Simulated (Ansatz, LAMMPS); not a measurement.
# Charge trapping in amorphous 62SiO2-38GeO2 (mol %) (96 atoms), part 3 of 4

Does an extra electron or hole in amorphous 62SiO2-38GeO2 (mol %) (96 atoms) stay spread out, or do the atoms trap it?

Ansatz 0.2.0; Kohn-Sham DFT, PBE, PAW (set soft_2), plane waves.

The cell: 20 Si, 12 Ge and 64 O. The quench rate of 50 K/ps is many orders above laboratory rates. The network of bonds at the start is that of the classical potential that made the cell. The Brillouin zone is sampled at Γ only, in a cell whose shortest periodic width is 11 Å.

So far. Step 3 (Relaxation): The relaxation converged after 8 steps, 4.91 eV below its start, with a largest force component of 0.013 eV/Å. Step 5 (An extra electron, atoms held): An extra electron, atoms held: the energy stands 5.16 eV above that of the reference, with a moment of 0.88 μB.

**6. An extra electron, atoms relaxed**

The atoms now respond to the charge; the energy gained comes from screening by the atoms, from trapping if the charge localises, and from any strain left in the reference.

input.yaml

```yaml
crystal:
  lattice:
    - [11.3914, 0.0, 0.0]
    - [0.0, 11.3914, 0.0]
    - [0.0, 0.0, 11.3914]
  atoms:
    [... the 96 atom lines of step 4 ...]
total_charge: -1
kpoints:
  mp_grid: { grid: [1, 1, 1] }
hamiltonian:
  xc: pbe
scf:
  occupations: { method: fermi_dirac, width: 0.01 }
  lower_state_search: "off"
output:
  forces: true
magnetization:
  spin_polarized: true
  initial_magnetization: 1
relax:
  f_tol: 0.05
  max_steps: 90
```

Launch:

```bash
$ ansatz run input.yaml --threads 4 --pin off --max-ram 8192MiB --backend cpu --events-out ev --progress --plain --runs-dir out
```

Numbers of over 12 decimals in the logs are rounded to 6 here.

The log of the run:

```text
[...]
Crystal: 96 atoms, lattice volume = 1478.194 Å³
Basis set: ecut = 420 eV, 28887 PW (Γ), exchange–correlation on 160×160×160 points (8 copies of the dense FFT grid, shifted against one another)
Bands: 413, of which v1, the nominal top of the filled ones, is band 317 counted from 1 (316 counted from 0)
Symmetry: 1 space group operations
[...]
k-points: 1
[...]
Starting moments: Σ|m| = 1 μB on 96 of 96 sites
[...]
SCF iter   1: F=—  HF=-100664.304143 eV  |F-HF|=—  |Δ(HF+E_count)|=         —  Δρ=5.12e-2 (↑5.03e-2 ↓5.12e-2)  dr2=1.35e2  dr2_m=5.94e-2  M=1.000 μB ∫|m|=1.056 μB  β_m=1.00  ethr=3.10e-3  ⟨swp⟩=6.0  Hψ=3306  notcnv=0  defer=120
[...]
SCF iter   2: F=—  HF=-100633.280251 eV  |F-HF|=—  |Δ(HF+E_count)|=         —  Δρ=2.66e-2 (↑2.65e-2 ↓2.66e-2)  dr2=3.53e1  dr2_m=2.22e-3  M=0.996 μB ∫|m|=1.086 μB  β_m=0.30  ethr=3.10e-3  ⟨swp⟩=2.0  Hψ=1432  notcnv=0  defer=182
[...]
SCF iter   8: F=—  HF=-100624.388305 eV  |F-HF|=—  |Δ(HF+E_count)|=   3.15e-3  Δρ=2.72e-4 (↑2.72e-4 ↓2.68e-4)  dr2=1.21e-3  dr2_m=7.51e-4  M=0.918 μB ∫|m|=1.007 μB  β_m=0.30  ethr=8.03e-7  ⟨swp⟩=2.0  Hψ=1300  notcnv=0  defer=176
[...]
SCF iter  12: F=-100624.390020 eV  HF=-100624.390024 eV  |F-HF|=3.28e-6  |Δ(HF+E_count)|=   2.27e-6  Δρ=1.02e-5 (↑1.02e-5 ↓9.69e-6)  dr2=4.47e-6  dr2_m=2.77e-7  M=0.881 μB ∫|m|=0.967 μB  ethr=2.05e-9  ⟨swp⟩=1.0  Hψ=2039  notcnv=0
SCF 1 converged in 12 iterations: F = -100624.390020 eV  dr2 = 4.47e-6
[...]
relax step   1: F+E_penalty+E_count = -100624.39002035 eV  Δ(F+E_penalty+E_count) = +0.000e0 eV  max|allowed force component| = 4.704e-1 eV/Å  Δτ_max = 0.0000 Å  (12 SCF iters, dr2 threshold 6.25e-5 eV, accepted)
[...]
relax step   2: F+E_penalty+E_count = -100624.43339261 eV  Δ(F+E_penalty+E_count) = -4.337e-2 eV  max|allowed force component| = 3.043e-1 eV/Å  Δτ_max = 0.0221 Å  (7 SCF iters, dr2 threshold 1.38e-5 eV, accepted)
[...]
relax step   3: F+E_penalty+E_count = -100624.46706133 eV  Δ(F+E_penalty+E_count) = -3.367e-2 eV  max|allowed force component| = 9.169e-2 eV/Å  Δτ_max = 0.0424 Å  (7 SCF iters, dr2 threshold 5.79e-6 eV, accepted)
[...]
relax step   4: F+E_penalty+E_count = -100624.46364661 eV  Δ(F+E_penalty+E_count) = +3.415e-3 eV  max|allowed force component| = 1.632e-1 eV/Å  Δτ_max = 0.0594 Å  (9 SCF iters, rejected (line search))
[...]
relax step   5: F+E_penalty+E_count = -100624.47377057 eV  Δ(F+E_penalty+E_count) = -6.709e-3 eV  max|allowed force component| = 4.192e-2 eV/Å  Δτ_max = 0.0288 Å  (9 SCF iters, accepted)
SCF converged after 9 iterations
Magnetization: 0.9652 μB (316.9826 up, 316.0174 down)
Absolute magnetization: 1.0241 μB (∫|ρ↑−ρ↓|, with the PAW one-centre terms)
[...]
Per-site moments (μB) at R_I (Å): [(0.0012033, 0.678625), (0.00123124, 0.670055), (0.00107807, 0.676035), (0.000754643, 0.668948), (0.000939687, 0.673248), [...]
Free energy (F): -100624.473771 eV
[...]
Internal energy: -100624.472016 eV  (E = F + TS)
E sigma→0 (E₀):  -100624.472893 eV
Entropy (-TS):   -0.001755 eV (-0.018 meV/atom)
Fermi energy:    5.087743 eV
[...]
Σ components = -100624.473771   (vs F -100624.473771, Δ=0.00e0)
--- Forces (eV/Å), atoms counted from 1 ---
  atom   1  Si     0.00284263    -0.00177451    -0.00212240
  atom   2  Si     0.00043132    -0.01101976    -0.01685160
  atom   3  Si     0.00415521    -0.00595003     0.01603354
  atom   4  Si    -0.01706615     0.00726983    -0.00609052
[...]
atom  96  O      0.00469267    -0.00431960     0.01308608
  max |Σ_I F_I| component: 4.25e-5 eV/Å
--- Relaxed structure (5 steps of the walk, 4 accepted, 0 SCFs on fresh bases) ---
  F+E_penalty+E_count = -100624.47377057 eV   max|allowed force component| = 4.192e-2 eV/Å
  atoms:
    - { symbol: Si, position: [0.967408, 0.368028, 0.612337] }
    - { symbol: Si, position: [0.516010, 0.682744, 0.658169] }
    - { symbol: Si, position: [0.303554, 0.740693, 0.493228] }
    - { symbol: Si, position: [0.620129, 0.342896, 0.820958] }
[...]
- { symbol: O, position: [0.816046, 0.689194, 0.493794] }
```

Elapsed: 3.4 min, on 4 threads of AMD EPYC 7R43, shared host; peak memory 3.3 GiB.

The relaxation converged after 5 steps, 0.0838 eV below its start, with a largest force component of 0.042 eV/Å.

An extra electron, atoms relaxed: the energy stands 5.07 eV above that of the reference, with a moment of 0.97 μB.

**7. An extra electron, levels at the relaxed geometry**

A single point at the new geometry gives levels and spin density.

input.yaml

```yaml
crystal:
  lattice:
    - [11.3914, 0.0, 0.0]
    - [0.0, 11.3914, 0.0]
    - [0.0, 0.0, 11.3914]
  atoms:
    - { symbol: Si, position: [0.96741, 0.36803, 0.61234] }
    - { symbol: Si, position: [0.51601, 0.68274, 0.65817] }
    - { symbol: Si, position: [0.30355, 0.74069, 0.49323] }
    - { symbol: Si, position: [0.62013, 0.3429, 0.82096] }
    - { symbol: Si, position: [0.45604, 0.69079, 0.05252] }
    - { symbol: Si, position: [0.97323, 0.20106, 0.84097] }
    [... 84 atom lines left out ...]
    - { symbol: O, position: [0.83559, 0.95978, 0.65329] }
    - { symbol: O, position: [0.01726, 0.55145, 0.42106] }
    - { symbol: O, position: [0.84082, 0.79268, 0.06601] }
    - { symbol: O, position: [0.98021, 0.28636, 0.49391] }
    - { symbol: O, position: [0.4975, 0.41719, 0.83818] }
    - { symbol: O, position: [0.81605, 0.68919, 0.49379] }
total_charge: -1
kpoints:
  mp_grid: { grid: [1, 1, 1] }
hamiltonian:
  xc: pbe
scf:
  occupations: { method: fermi_dirac, width: 0.01 }
  lower_state_search: "off"
output:
  forces: true
  stress: true
  populations: intrinsic
  dos:
    method: { smearing: { sigma: 0.08 } }
    de: 0.1
    projected: { site_lists: { Ge: [Ge], O: [O], Si: [Si] } }
  eigenvalues: true
  write_density: true
  write_potential: true
  volumetric_format: npy
magnetization:
  spin_polarized: true
  initial_magnetization: 1
```

The log of the run:

```text
[...]
Crystal: 96 atoms, lattice volume = 1478.194 Å³
Basis set: ecut = 420 eV, 28887 PW (Γ), exchange–correlation on 160×160×160 points (8 copies of the dense FFT grid, shifted against one another)
Bands: 413, of which v1, the nominal top of the filled ones, is band 317 counted from 1 (316 counted from 0)
Symmetry: 1 space group operations
[...]
k-points: 1
[...]
Starting moments: Σ|m| = 1 μB on 96 of 96 sites
[...]
SCF iter   1: F=—  HF=-100663.837601 eV  |F-HF|=—  |Δ(HF+E_count)|=         —  Δρ=5.11e-2 (↑5.01e-2 ↓5.11e-2)  dr2=1.33e2  dr2_m=6.84e-2  M=1.000 μB ∫|m|=1.059 μB  β_m=1.00  ethr=3.10e-3  ⟨swp⟩=6.0  Hψ=3306  notcnv=0  defer=120
[...]
SCF iter   2: F=—  HF=-100633.249196 eV  |F-HF|=—  |Δ(HF+E_count)|=         —  Δρ=2.66e-2 (↑2.65e-2 ↓2.66e-2)  dr2=3.49e1  dr2_m=1.96e-3  M=0.999 μB ∫|m|=1.089 μB  β_m=0.30  ethr=3.10e-3  ⟨swp⟩=2.0  Hψ=1430  notcnv=0  defer=184
[...]
SCF iter   8: F=—  HF=-100624.472410 eV  |F-HF|=—  |Δ(HF+E_count)|=   3.12e-3  Δρ=2.49e-4 (↑2.47e-4 ↓2.49e-4)  dr2=1.27e-3  dr2_m=5.82e-4  M=0.974 μB ∫|m|=1.067 μB  β_m=0.30  ethr=8.02e-7  ⟨swp⟩=2.0  Hψ=1288  notcnv=0  defer=182
[...]
SCF iter  10: F=—  HF=-100624.473990 eV  |F-HF|=—  |Δ(HF+E_count)|=   9.35e-4  Δρ=3.87e-5 (↑3.87e-5 ↓2.98e-5)  dr2=6.97e-5  dr2_m=5.15e-6  M=0.966 μB ∫|m|=1.062 μB  β_m=0.68  ethr=1.09e-7  ⟨swp⟩=2.5  Hψ=1189  notcnv=0  defer=182
[...]
SCF iter  15: F=-100624.473769 eV  HF=-100624.473769 eV  |F-HF|=7.44e-9  |Δ(HF+E_count)|=   8.82e-9  Δρ=5.96e-7 (↑5.96e-7 ↓5.02e-7)  dr2=1.49e-8  dr2_m=8.21e-10  M=0.965 μB ∫|m|=1.061 μB  β_m=0.69  ethr=9.91e-12  ⟨swp⟩=6.5  Hψ=4563  notcnv=0
SCF iter  16: F=-100624.473769 eV  HF=-100624.473769 eV  |F-HF|=1.31e-10  |Δ(HF+E_count)|=  4.95e-10  Δρ=1.74e-7 (↑1.45e-7 ↓1.74e-7)  dr2=1.53e-9  dr2_m=1.13e-10  M=0.965 μB ∫|m|=1.061 μB  ethr=2.35e-12  ⟨swp⟩=6.0  Hψ=4409  notcnv=0
SCF 1 converged in 16 iterations: F = -100624.473769 eV  dr2 = 1.53e-9
[...]
SCF converged after 16 iterations
Magnetization: 0.9651 μB (316.9826 up, 316.0174 down)
Absolute magnetization: 1.0240 μB (∫|ρ↑−ρ↓|, with the PAW one-centre terms)
[...]
Per-site moments (μB) at R_I (Å): [(0.00120391, 0.678661), (0.00123144, 0.670040), (0.00107832, 0.676063), (0.000755039, 0.668942), (0.000939689, 0.673257), [...]
Free energy (F): -100624.473769 eV
[...]
Internal energy: -100624.472012 eV  (E = F + TS)
E sigma→0 (E₀):  -100624.472891 eV
Entropy (-TS):   -0.001757 eV (-0.018 meV/atom)
Fermi energy:    5.087872 eV
[...]
Σ components = -100624.473769   (vs F -100624.473769, Δ=0.00e0)
--- Forces (eV/Å), atoms counted from 1 ---
  atom   1  Si     0.00337250    -0.00274107    -0.00268702
  atom   2  Si     0.00195643    -0.00879172    -0.01673827
  atom   3  Si     0.00683727    -0.00464469     0.01430993
  atom   4  Si    -0.01627673     0.00493186    -0.00544074
[...]
atom  96  O      0.00417322    -0.00464567     0.01395519
  max |Σ_I F_I| component: 2.92e-5 eV/Å
--- Stress (GPa, compression-positive) ---
       -3.224511      -0.453729      -0.012166
       -0.453729      -3.549791      -0.328049
       -0.012166      -0.328050      -0.457606
  P = ⅓ Tr σ = -2.4106 GPa (-24.106 kbar)
--- Band table (eV) ---
[...]
--- intrinsic populations: 96 sites ---
  site symbol       q [e]    m [muB]
     0     Si      2.2897     0.0066
     1     Si      2.2590     0.0070
     2     Si      2.2467     0.0065
[...]
95      O      6.8381     0.0028
  spilling = 0.000000 (of n_electrons = 633.000000)
```

It took 1.8 min on 4 threads; peak memory 3.4 GiB.

An extra electron, levels at the relaxed geometry: the energy stands 5.07 eV above that of the reference, with a moment of 0.97 μB.

The levels nearest the highest filled one (over half full), pooled over k-points and spins:

```
level less the highest filled one (eV)  occupation
                                 -3.54           1
                                 -3.46           1
                                 -3.45           1
                                     0       0.983
                                0.0806       0.017
                                 0.936           0
                                  1.01           0
                                  1.01           0
```

Spin density in the bc plane at fractional x = 0.245, with atoms of Si and Ge and O within 0.2 Å of it.

Ten even steps from '0' (-1.87 × 1e-2 e/Å³) to '9' (2.52 × 1e-2 e/Å³), each cell a mean:
```
44444444444444444444444444444444
55655444444444444444444444444444
66345544444444444444444444444445
65346544444444444444444444444445
44455444444444444444444444444444
88444444444444444444444444444445
78544444444444444444444444444444
44444444444444444444444444444444
44444444444444444444444444444444
44444444444444444444444444444444
44444444444444444444444444455444
44444444444444444444444444444444
44444444444444444444444444444444
44444444444444444444444444444444
44444444444444444444444444444444
44444444444444444444444444444444
44444444444444444444445444444444
44444444444444544444456555444444
44444544445445654399454035444444
44444554447545664486456454444444
44444444445445664444455544444444
44444444444445554444444444444444
44444444444444444444444444444444
44444444444444444444444444444444
```
Columns run along b (11.4 Å), rows up along c (11.4 Å). Atoms in or near the plane, at fractional coordinates: Si at (0.99, 0.59), Ge at (0.73, 0.21), Ge at (0.08, 0.87), O at (0.30, 0.16), O at (0.57, 0.23), O at (0.85, 0.56), O at (0.62, 0.51), O at (0.02, 0.73), O at (0.48, 0.83).

**8. Neutral at the geometry of the electron**

The neutral cell at the new geometry gives the energy of that geometry without the charge.

input.yaml

```yaml
crystal:
  lattice:
    - [11.3914, 0.0, 0.0]
    - [0.0, 11.3914, 0.0]
    - [0.0, 0.0, 11.3914]
  atoms:
    [... the 96 atom lines of step 7 ...]
kpoints:
  mp_grid: { grid: [1, 1, 1] }
hamiltonian:
  xc: pbe
scf:
  occupations: { method: fixed }
output:
  forces: true
  stress: true
  populations: intrinsic
  dos:
    method: { smearing: { sigma: 0.08 } }
    de: 0.1
    projected: { site_lists: { Ge: [Ge], O: [O], Si: [Si] } }
  eigenvalues: true
```

The log of the run:

```text
[...]
Crystal: 96 atoms, lattice volume = 1478.194 Å³
Basis set: ecut = 420 eV, 28887 PW (Γ), exchange–correlation on 160×160×160 points (8 copies of the dense FFT grid, shifted against one another)
Bands: 412, of which v1, the nominal top of the filled ones, is band 316 counted from 1 (315 counted from 0)
Symmetry: 1 space group operations
[...]
k-points: 1
[...]
SCF iter   1: F=—  HF=-100629.451895 eV  |F-HF|=—  |Δ(HF+E_count)|=         —  Δρ=2.24e-3  dr2=1.01e-1  ethr=1.77e-3  ⟨swp⟩=4.0  Hψ=1618  notcnv=0  defer=92
[...]
SCF iter   9: F=-100629.443110 eV  HF=-100629.443110 eV  |F-HF|=3.03e-8  |Δ(HF+E_count)|=   1.63e-8  Δρ=2.12e-6  dr2=6.26e-8  ethr=1.58e-11  ⟨swp⟩=14.0  Hψ=2284  notcnv=0
SCF 1 converged in 9 iterations: F = -100629.443110 eV  dr2 = 6.26e-8
[...]
SCF converged after 9 iterations
Free energy (F): -100629.443110 eV
[...]
Internal energy: -100629.443110 eV  (E = F + TS)
E sigma→0 (E₀):  -100629.443110 eV
Fermi energy:    1.579784 eV
[...]
--- Forces (eV/Å), atoms counted from 1 ---
  atom   1  Si     0.05826276     0.03043756     0.00657428
  atom   2  Si    -0.08164265    -0.08257682    -0.01223857
  atom   3  Si     0.02769580    -0.15066887     0.29973520
  atom   4  Si    -0.06695615     0.13256910    -0.15148999
  atom   5  Si     0.09654788    -0.24693098    -0.05762032
  atom   6  Si    -0.20405262     0.12242194    -0.14430802
  atom   7  Si    -0.01942111     0.29158564     0.35284528
  atom   8  Si    -0.10048653    -0.10933533     0.17683493
  atom   9  Si    -0.03747458     0.04964218    -0.20504565
  atom  10  Si    -0.02035587    -0.01164772    -0.18474731
  atom  11  Si     0.03237794    -0.02838093    -0.10574005
  atom  12  Si     0.04211545     0.02877801     0.00800477
  atom  13  Si     0.09211927    -0.05000027    -0.18366477
  atom  14  Si    -0.16557451     0.32156830     0.15038013
[...]
atom  95  O      0.02035559    -0.03047314     0.02719574
  atom  96  O     -0.00107804     0.00428181     0.00375183
  max |Σ_I F_I| component: 3.86e-5 eV/Å
--- Stress (GPa, compression-positive) ---
       -4.001516      -0.436282       0.014913
       -0.436282      -4.405634      -0.339658
        0.014913      -0.339659      -1.110769
  P = ⅓ Tr σ = -3.1726 GPa (-31.726 kbar)
--- Band table (eV) ---
[...]
--- intrinsic populations: 96 sites ---
  site symbol       q [e]
     0     Si      2.2793
     1     Si      2.2475
     2     Si      2.2352
[...]
95      O      6.8349
  spilling = 0.000000 (of n_electrons = 632.000000)
```

The job ended after 34 s (4 threads; peak memory 2.1 GiB; 2.1 min of CPU time).

Neutral at the geometry of the electron: the energy stands 0.104 eV above that of the reference.

[end of part 3 of 4]

[Logs are printed without paths, hosts, clocks, repeated set-up lines and the standing remarks that a program may print on its own settings, such as how far it seeks lower states.]

[Hosts, paths, dates, database ids (printed as entryN), source tags and the programs' standing remarks are cut or masked in the printed files.]
